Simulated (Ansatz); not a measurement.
# Pt(111) with 4 thermally displaced layers, 2x2: scattering by thermal displacements, part 2 of 2

Aim: the resistivity of Pt at 80 K from frozen thermal displacements between perfect leads.

Ansatz 0.2.0; Ansatz plane-wave DFT, PBE, PAW files; ballistic transport by layer matching (Landauer), zero bias; PAW set soft_1.

So far, open channels per spin nearest the Fermi level: step 2 (with 4 displaced layers) 6.89.

**3. With 8 displaced layers**

Each atom of 8 layers is moved at random, by amounts drawn from a normal law 0.0357 Å wide in each direction from the Debye model (240 K) at 80 K. A fresh draw is used; the growth of the resistance with length is what counts.

System of this step: Pt(111) with 8 thermally displaced layers, 2x2. The cell holds 56 atoms: 56 Pt. Its edges and angles: a = 5.546 Å, b = 5.546 Å, c = 31.740 Å, α = 87.5°, β = 92.5°, γ = 120.0°. It derives from Pt. Regions: lead, 24 atoms (24 Pt); scattering region, 32 atoms (32 Pt). The structure is stacked along c, and the current runs across the ab planes.

Contents of input.yaml:

```yaml
crystal:
  lattice:
    - [5.5462627489, 0.0, 0.0]
    - [-2.7731313745, 4.8032044366, 0.0]
    - [-1.3865656872, 0.8005340728, 31.6995319999]
  atoms:
    - { symbol: Pt, position: [0.005952381, 0.994047619, 0.0357142857] }
    - { symbol: Pt, position: [0.005952381, 0.494047619, 0.0357142857] }
    - { symbol: Pt, position: [0.505952381, 0.994047619, 0.0357142857] }
    - { symbol: Pt, position: [0.505952381, 0.494047619, 0.0357142857] }
    - { symbol: Pt, position: [0.1845238095, 0.3154761905, 0.1071428571] }
    - { symbol: Pt, position: [0.1845238095, 0.8154761905, 0.1071428571] }
    - { symbol: Pt, position: [0.6845238095, 0.3154761905, 0.1071428571] }
    - { symbol: Pt, position: [0.6845238095, 0.8154761905, 0.1071428571] }
    - { symbol: Pt, position: [0.3630952381, 0.1369047619, 0.1785714286] }
    - { symbol: Pt, position: [0.3630952381, 0.6369047619, 0.1785714286] }
    - { symbol: Pt, position: [0.8630952381, 0.1369047619, 0.1785714286] }
    - { symbol: Pt, position: [0.8630952381, 0.6369047619, 0.1785714286] }
    - { symbol: Pt, position: [0.0582198101, 0.968042032, 0.2504025323] }
    - { symbol: Pt, position: [0.0339947048, 0.4581769879, 0.2507394147] }
    - { symbol: Pt, position: [0.534922002, 0.9611897667, 0.2504841732] }
    - { symbol: Pt, position: [0.5416222233, 0.4496554424, 0.2492546972] }
    - { symbol: Pt, position: [0.2134071855, 0.2707396945, 0.323387693] }
    - { symbol: Pt, position: [0.2182197855, 0.7822558315, 0.3211373305] }
    - { symbol: Pt, position: [0.7354581505, 0.2894578763, 0.3221419425] }
    - { symbol: Pt, position: [0.7063745553, 0.7800203167, 0.3221986353] }
    - { symbol: Pt, position: [0.4033180395, 0.0962552469, 0.3949093492] }
    - { symbol: Pt, position: [0.3880259551, 0.5960974951, 0.3939103281] }
    - { symbol: Pt, position: [0.9066030709, 0.1160398164, 0.3930694798] }
    - { symbol: Pt, position: [0.8931251511, 0.5985887021, 0.3916281401] }
    - { symbol: Pt, position: [0.0716079611, 0.9271960955, 0.4649403052] }
    - { symbol: Pt, position: [0.0832271875, 0.4166926212, 0.4661882255] }
    - { symbol: Pt, position: [0.5813012883, 0.934403612, 0.4637982498] }
    - { symbol: Pt, position: [0.5737682372, 0.4242821922, 0.4654474823] }
    - { symbol: Pt, position: [0.2545608577, 0.2399468853, 0.5342036148] }
    - { symbol: Pt, position: [0.2489841202, 0.7475985056, 0.5368290402] }
    - { symbol: Pt, position: [0.7510654819, 0.2358974671, 0.536697629] }
    - { symbol: Pt, position: [0.7451760416, 0.7386304675, 0.5364137637] }
    - { symbol: Pt, position: [0.4213652013, 0.0684574458, 0.6064877311] }
    - { symbol: Pt, position: [0.4349838849, 0.5648755237, 0.6073705069] }
    - { symbol: Pt, position: [0.9364406855, 0.0595721182, 0.6087433676] }
    - { symbol: Pt, position: [0.9425526974, 0.5715293814, 0.6084548914] }
    - { symbol: Pt, position: [0.1213168054, 0.8931650067, 0.6786565728] }
    - { symbol: Pt, position: [0.1032638903, 0.3860453639, 0.6777046926] }
    - { symbol: Pt, position: [0.6047901008, 0.8889326937, 0.6779310479] }
    - { symbol: Pt, position: [0.6026396224, 0.3791012541, 0.6788737578] }
    - { symbol: Pt, position: [0.2988882579, 0.2181663964, 0.7499843273] }
    - { symbol: Pt, position: [0.3038013506, 0.7185411169, 0.7512954789] }
    - { symbol: Pt, position: [0.7810702913, 0.217402965, 0.750382528] }
    - { symbol: Pt, position: [0.7958463338, 0.7110209895, 0.7504311151] }
    - { symbol: Pt, position: [0.4702380952, 0.0297619048, 0.8214285714] }
    - { symbol: Pt, position: [0.4702380952, 0.5297619048, 0.8214285714] }
    - { symbol: Pt, position: [0.9702380952, 0.0297619048, 0.8214285714] }
    - { symbol: Pt, position: [0.9702380952, 0.5297619048, 0.8214285714] }
    - { symbol: Pt, position: [0.1488095238, 0.8511904762, 0.8928571429] }
    - { symbol: Pt, position: [0.1488095238, 0.3511904762, 0.8928571429] }
    - { symbol: Pt, position: [0.6488095238, 0.8511904762, 0.8928571429] }
    - { symbol: Pt, position: [0.6488095238, 0.3511904762, 0.8928571429] }
    - { symbol: Pt, position: [0.3273809524, 0.1726190476, 0.9642857143] }
    - { symbol: Pt, position: [0.3273809524, 0.6726190476, 0.9642857143] }
    - { symbol: Pt, position: [0.8273809524, 0.1726190476, 0.9642857143] }
    - { symbol: Pt, position: [0.8273809524, 0.6726190476, 0.9642857143] }
kpoints:
  mp_grid: { grid: [5, 5, 1] }
hamiltonian:
  xc: pbe
  pseudopotentials: { kind: paw, azcp: { folder: soft_1 } }
scf:
  occupations: { method: fermi_dirac, width: 0.1 }
output:
  transmission:
    leads: [[0, 4]]
    kmesh: [10, 10]
    e_range: [-0.05, 0.05]
    de: 0.05
  write_potential: true
  write_density: true
  volumetric_format: npy
```

On the command line:

```console
> ansatz run input.yaml --threads 4 --pin off --max-ram 15360MiB --backend cpu --events-out ev --progress --plain --runs-dir out
```

Numbers of over 12 decimals in the logs are rounded to 6 here.

Log:

```text
[...]
Crystal: 56 atoms, lattice volume = 844.470 Å³
Basis set: ecut = 420 eV, 16521 PW (Γ)
Bands: 605, of which v1, the nominal top of the filled ones, is band 504 counted from 1 (503 counted from 0)
Symmetry: 1 space group operations
[...]
k-points: 13 of 25 (time reversal used)
[...]
SCF iter   1: F=—  HF=-701401.373834 eV  |F-HF|=—  |Δ(HF+E_count)|=         —  Δρ=8.56e-2  dr2=5.89e1  ethr=3.10e-3  ⟨swp⟩=4.5  Hψ=23332  notcnv=0  defer=271
[...]
SCF iter   9: F=-701382.974059 eV  HF=-701382.974059 eV  |F-HF|=3.96e-8  |Δ(HF+E_count)|=   1.96e-8  Δρ=7.46e-7  dr2=4.12e-8  ethr=9.92e-12  ⟨swp⟩=7.8  Hψ=23448  notcnv=0
SCF 1 converged in 9 iterations: F = -701382.974059 eV  dr2 = 4.12e-8
[...]
transmission: 300 of 2964 steps passed
transmission: 594 of 2964 steps passed
[...]
transmission: 2964 of 2964 steps passed
SCF converged after 9 iterations
Free energy (F): -701382.974059 eV
[...]
Internal energy: -701379.876274 eV  (E = F + TS)
E sigma→0 (E₀):  -701381.425166 eV
Entropy (-TS):   -3.097785 eV (-55.318 meV/atom)
Fermi energy:    23.427370 eV
[...]
--- Band table (eV; the first three rows and the last of 13) ---
  k-point 0: bands = [... 500 lower, 23.6277, 23.6309, 23.6364, 23.6402, 23.6527, 23.6802, 23.6933, 23.7089, ... 97 higher]
  k-point 1: bands = [... 500 lower, 23.4094, 23.4192, 23.4406, 23.4562, 23.4658, 23.4740, 23.4911, 23.5131, ... 97 higher]
  k-point 2: bands = [... 500 lower, 23.4508, 23.4559, 23.4631, 23.4720, 23.4758, 23.5218, 23.5308, 23.5389, ... 97 higher]
  k-point 12: bands = [... 500 lower, 23.3039, 23.3276, 23.3574, 23.3968, 23.4067, 23.4248, 23.4524, 23.4932, ... 97 higher]
--- Transmission ---
  basis      : 241 plane waves across, 57 finite elements along
  points     : 52, standing for a mesh of 10 x 10
[...]
channels       : 6.890000e0 a spin
[...]
junction   : crystal 0 to crystal 0, 0.70 to 30.13 Å
    transmission   : 6.104209e0 a spin
[...]
```

The job ended after 16 min (4 threads of Arm Neoverse V1, shared host; peak memory 9.6 GiB).

This step gave:

| Quantity | Value |
| --- | --- |
| free energy | -701382.9741 eV |
| energy at zero smearing | -701381.4252 eV |
| transmission per spin nearest the Fermi level | 6.104 |
| step of the lead's potential | 2.5 meV |

Per spin. Table of transmission, zone mean by energy, zero at the Fermi level:

```tsv
energy (eV)	transmission, zone mean
-0.0500	6.32
0.0000	6.10
0.0500	5.69
```

Over the solved energies the transmission per spin lies between 5.69 and 6.32, out of 6.74 channels of the lead on average (up to 7.12).

**4. With 12 displaced layers**

Each atom of 12 layers is moved at random, by amounts drawn from a normal law 0.0357 Å wide in each direction from the Debye model (240 K) at 80 K. A fresh draw is used; the growth of the resistance with length is what counts.

System of this step: Pt(111) with 12 thermally displaced layers, 2x2. The cell holds 72 atoms: 72 Pt. Cell: a = 5.546 Å, b = 5.546 Å, c = 40.757 Å, α = 90.0°, β = 90.0°, γ = 120.0°. It derives from Pt. Regions: lead, 24 atoms (24 Pt); scattering region, 48 atoms (48 Pt). The structure is stacked along c, and the current runs across the ab planes.

Contents of input.yaml:

```yaml
crystal:
  lattice:
    - [5.5462627489, 0.0, 0.0]
    - [-2.7731313745, 4.8032044366, 0.0]
    - [0.0, 0.0, 40.7565411427]
  atoms:
    - { symbol: Pt, position: [0.0, 0.0, 0.0277777778] }
    - { symbol: Pt, position: [0.0, 0.5, 0.0277777778] }
    - { symbol: Pt, position: [0.5, 0.0, 0.0277777778] }
    - { symbol: Pt, position: [0.5, 0.5, 0.0277777778] }
    - { symbol: Pt, position: [0.1666666667, 0.3333333333, 0.0833333333] }
    - { symbol: Pt, position: [0.1666666667, 0.8333333333, 0.0833333333] }
    - { symbol: Pt, position: [0.6666666667, 0.3333333333, 0.0833333333] }
    - { symbol: Pt, position: [0.6666666667, 0.8333333333, 0.0833333333] }
    - { symbol: Pt, position: [0.3333333333, 0.1666666667, 0.1388888889] }
    - { symbol: Pt, position: [0.3333333333, 0.6666666667, 0.1388888889] }
    - { symbol: Pt, position: [0.8333333333, 0.1666666667, 0.1388888889] }
    - { symbol: Pt, position: [0.8333333333, 0.6666666667, 0.1388888889] }
    - { symbol: Pt, position: [0.0007222672, 0.9973320279, 0.19277853] }
    - { symbol: Pt, position: [0.996311594, 0.4940254816, 0.1953907142] }
    - { symbol: Pt, position: [0.4984512996, 0.0006205117, 0.193700153] }
    - { symbol: Pt, position: [0.4966699638, 0.4999142693, 0.1931431918] }
    - { symbol: Pt, position: [0.1682081073, 0.3325448482, 0.2489612583] }
    - { symbol: Pt, position: [0.1531347402, 0.8371470921, 0.2497393036] }
    - { symbol: Pt, position: [0.6623769729, 0.3315778844, 0.2515913112] }
    - { symbol: Pt, position: [0.6666680101, 0.8339772152, 0.2486972601] }
    - { symbol: Pt, position: [0.3473482642, 0.1734867881, 0.3064902365] }
    - { symbol: Pt, position: [0.3370471941, 0.6734805946, 0.305880521] }
    - { symbol: Pt, position: [0.8367151234, 0.1655353445, 0.3042643662] }
    - { symbol: Pt, position: [0.8327649268, 0.6522831979, 0.3053453607] }
    - { symbol: Pt, position: [0.994807335, 0.9922479281, 0.3616482334] }
    - { symbol: Pt, position: [0.9970866381, 0.4967525514, 0.3615665149] }
    - { symbol: Pt, position: [0.5020944583, 0.0103249441, 0.3614190009] }
    - { symbol: Pt, position: [0.4897201256, 0.4855473602, 0.3599654629] }
    - { symbol: Pt, position: [0.1734751403, 0.3329571694, 0.4164186369] }
    - { symbol: Pt, position: [0.1724779547, 0.8237987958, 0.4161536052] }
    - { symbol: Pt, position: [0.6658036086, 0.3376918552, 0.4160853812] }
    - { symbol: Pt, position: [0.656751826, 0.8214014998, 0.4173056082] }
    - { symbol: Pt, position: [0.3367523499, 0.1631255333, 0.4723653151] }
    - { symbol: Pt, position: [0.3232582209, 0.6631594567, 0.4734293667] }
    - { symbol: Pt, position: [0.8427941217, 0.1838406895, 0.4715326074] }
    - { symbol: Pt, position: [0.8363423147, 0.6652133795, 0.472717903] }
    - { symbol: Pt, position: [0.997867751, 0.9958283494, 0.5270177081] }
    - { symbol: Pt, position: [0.0194503728, 0.4994250576, 0.5260110961] }
    - { symbol: Pt, position: [0.4983446792, 0.0050401895, 0.5273397488] }
    - { symbol: Pt, position: [0.5124836254, 0.5074512998, 0.5276443226] }
    - { symbol: Pt, position: [0.1598921605, 0.3258641729, 0.5827201325] }
    - { symbol: Pt, position: [0.1616596197, 0.8422861798, 0.5847268558] }
    - { symbol: Pt, position: [0.6541881788, 0.3245493257, 0.5817840407] }
    - { symbol: Pt, position: [0.6489163478, 0.8102424649, 0.5823326477] }
    - { symbol: Pt, position: [0.340397551, 0.1640971195, 0.6396375415] }
    - { symbol: Pt, position: [0.3367294937, 0.6797545382, 0.6390634124] }
    - { symbol: Pt, position: [0.8403608512, 0.1856400398, 0.6386046376] }
    - { symbol: Pt, position: [0.8262220616, 0.6681675591, 0.6388548677] }
    - { symbol: Pt, position: [0.003439075, 0.9931490598, 0.6951494112] }
    - { symbol: Pt, position: [0.0030080154, 0.495036765, 0.6945874532] }
    - { symbol: Pt, position: [0.5033707209, 0.0174374992, 0.6938275878] }
    - { symbol: Pt, position: [0.4931218602, 0.4920771226, 0.6941412273] }
    - { symbol: Pt, position: [0.1694825089, 0.3390406726, 0.7494651874] }
    - { symbol: Pt, position: [0.1602060155, 0.8228038989, 0.74927516] }
    - { symbol: Pt, position: [0.6882774129, 0.3410733857, 0.7493154389] }
    - { symbol: Pt, position: [0.6544310866, 0.8260813654, 0.7499809979] }
    - { symbol: Pt, position: [0.3307903042, 0.1611334828, 0.8044284609] }
    - { symbol: Pt, position: [0.3441687984, 0.6700242579, 0.8052274178] }
    - { symbol: Pt, position: [0.8299446851, 0.1627304167, 0.8029834532] }
    - { symbol: Pt, position: [0.830098984, 0.6587088045, 0.8046771609] }
    - { symbol: Pt, position: [0.0, 0.0, 0.8611111111] }
    - { symbol: Pt, position: [0.0, 0.5, 0.8611111111] }
    - { symbol: Pt, position: [0.5, 0.0, 0.8611111111] }
    - { symbol: Pt, position: [0.5, 0.5, 0.8611111111] }
    - { symbol: Pt, position: [0.1666666667, 0.3333333333, 0.9166666667] }
    - { symbol: Pt, position: [0.1666666667, 0.8333333333, 0.9166666667] }
    - { symbol: Pt, position: [0.6666666667, 0.3333333333, 0.9166666667] }
    - { symbol: Pt, position: [0.6666666667, 0.8333333333, 0.9166666667] }
    - { symbol: Pt, position: [0.3333333333, 0.1666666667, 0.9722222222] }
    - { symbol: Pt, position: [0.3333333333, 0.6666666667, 0.9722222222] }
    - { symbol: Pt, position: [0.8333333333, 0.1666666667, 0.9722222222] }
    - { symbol: Pt, position: [0.8333333333, 0.6666666667, 0.9722222222] }
kpoints:
  mp_grid: { grid: [5, 5, 1] }
hamiltonian:
  xc: pbe
  pseudopotentials: { kind: paw, azcp: { folder: soft_1 } }
scf:
  occupations: { method: fermi_dirac, width: 0.1 }
output:
  transmission:
    leads: [[0, 4]]
    kmesh: [10, 10]
    e_range: [-0.05, 0.05]
    de: 0.05
  write_potential: true
  write_density: true
  volumetric_format: npy
```

Log:

```text
[...]
Crystal: 72 atoms, lattice volume = 1085.747 Å³
Basis set: ecut = 420 eV, 21305 PW (Γ)
Bands: 778, of which v1, the nominal top of the filled ones, is band 648 counted from 1 (647 counted from 0)
Symmetry: 1 space group operations
[...]
k-points: 13 of 25 (time reversal used)
[...]
SCF iter   1: F=—  HF=-901801.438822 eV  |F-HF|=—  |Δ(HF+E_count)|=         —  Δρ=8.57e-2  dr2=7.62e1  ethr=3.10e-3  ⟨swp⟩=4.8  Hψ=30366  notcnv=0  defer=386
[...]
SCF iter  10: F=-901777.720602 eV  HF=-901777.720602 eV  |F-HF|=5.59e-9  |Δ(HF+E_count)|=   1.16e-9  Δρ=2.66e-7  dr2=6.19e-9  ethr=7.72e-12  ⟨swp⟩=8.1  Hψ=26874  notcnv=0
SCF 1 converged in 10 iterations: F = -901777.720602 eV  dr2 = 6.19e-9
[...]
transmission: 392 of 3900 steps passed
transmission: 782 of 3900 steps passed
[...]
transmission: 3900 of 3900 steps passed
SCF converged after 10 iterations
Free energy (F): -901777.720602 eV
[...]
Internal energy: -901773.681940 eV  (E = F + TS)
E sigma→0 (E₀):  -901775.701271 eV
Entropy (-TS):   -4.038662 eV (-56.093 meV/atom)
Fermi energy:    23.425767 eV
[...]
--- Band table (eV; the first three rows and the last of 13) ---
  k-point 0: bands = [... 644 lower, 23.6104, 23.6324, 23.6410, 23.6453, 23.6542, 23.6576, 23.6640, 23.6999, ... 126 higher]
  k-point 1: bands = [... 644 lower, 23.4154, 23.4188, 23.4281, 23.4389, 23.4552, 23.4600, 23.4752, 23.4871, ... 126 higher]
  k-point 2: bands = [... 644 lower, 23.4360, 23.4379, 23.4781, 23.5022, 23.5110, 23.5164, 23.5233, 23.5302, ... 126 higher]
  k-point 12: bands = [... 644 lower, 23.3272, 23.3509, 23.4128, 23.4171, 23.4241, 23.4316, 23.4380, 23.4404, ... 126 higher]
--- Transmission ---
  basis      : 241 plane waves across, 75 finite elements along
  points     : 52, standing for a mesh of 10 x 10
[...]
channels       : 6.890000e0 a spin
[...]
junction   : crystal 0 to crystal 0, 0.70 to 39.19 Å
    transmission   : 5.527889e0 a spin
[...]
```

The job ended after 28 min (4 threads; peak memory 8.4 GiB).

Numbers from this step:

```yaml
free_energy: -901777.7206 eV
energy_at_zero_smearing: -901775.7013 eV
transmission_per_spin_nearest_the_fermi_level: 5.528
step_of_the_lead_s_potential: 8.9 meV
```

Per spin. The transmission, zone mean by energy, zero at the Fermi level:

```tsv
energy (eV)	transmission, zone mean
-0.0500	5.75
0.0000	5.53
0.0500	5.27
```

Over the solved energies the transmission per spin lies between 5.27 and 5.75, out of 6.71 channels of the lead on average (up to 7.04).

**5. The fit**

This step: Ansatz plane-wave DFT, PBE, PAW files; ballistic transport by layer matching (Landauer), zero bias; resistivity from the slope of the area resistance; PAW set soft_1 (Ansatz 0.2.0).

This step gave:

```yaml
resistivity: 4.594 µΩ cm
intercept: -0.01701 fΩ m²
scatter_about_the_fit: 0.004943 fΩ m²
```

Resistance, by row:

```tsv
run	length (Å)	T	channels N	RA (fΩ m²)
n4	9.057	6.4	6.753	0.02809
n8	18.11	6.039	6.74	0.05922
n12	27.17	5.515	6.713	0.1113
```

Table of area resistance by length of the displaced region:

```tsv
length of the displaced region (Å)	area resistance (fΩ m²)
9.06	0.0281
18.11	0.0592
27.17	0.111
```

The area resistance goes from 0.028 to 0.11 fΩ m² between 9.1 and 27.2 Å, a slope of 4.6 µΩ cm.

By hand from the end points: (0.1113 − 0.02809) fΩ m² / (27.17 − 9.06) Å = 4.6 µΩ cm, since 1 fΩ m² per Å is 1000 µΩ cm.

**6. Outcome**

| Property | Result |
| --- | --- |
| resistivity from the slope | 4.59 µΩ cm |
| area resistance over 9.06 Å | 0.0281 fΩ m² |
| area resistance over 18.1 Å | 0.0592 fΩ m² |
| area resistance over 27.2 Å | 0.111 fΩ m² |

The slope gives 4.6 µΩ cm. The points scatter by 0.0049 fΩ m² about the line, with one random draw a length in a 2x2 cell, so the slope is a rough value. The mean square of the displacements drawn is 0.78, 0.99 and 1.2 of the nominal one at the three lengths; with each resistance scaled back by that, the slope is 3.2 µΩ cm, the value used below. Read with a model of isotropic scattering on a spherical Fermi surface and the lead's 2.0×10¹⁵ S/m², this slope means a mean free path near 136 Å; over these lengths the model's slope is 1.15 times its bulk resistivity, which would be 2.8 µΩ cm. This far under the Debye temperature the model doesn't describe a real metal: frozen displacements count zero-point motion as scattering and turn electrons through all angles, while in the metal the short-wave phonons freeze out. The measured value is 1.922 µΩ cm (CRC Handbook of Chemistry and Physics, 84th ed., 2003, Electrical Resistivity of Pure Metals); the scaled slope is 1.7 times that and the corrected value 1.5: clearly high. Spin-orbit coupling is left out, which matters for Pt.

[Logs are printed without paths, hosts, clocks, repeated set-up lines and the standing remarks that a program may print on its own settings, such as how far it seeks lower states.]

[Hosts, paths, dates, database ids (printed as entryN), source tags and the programs' standing remarks are cut or masked in the printed files.]
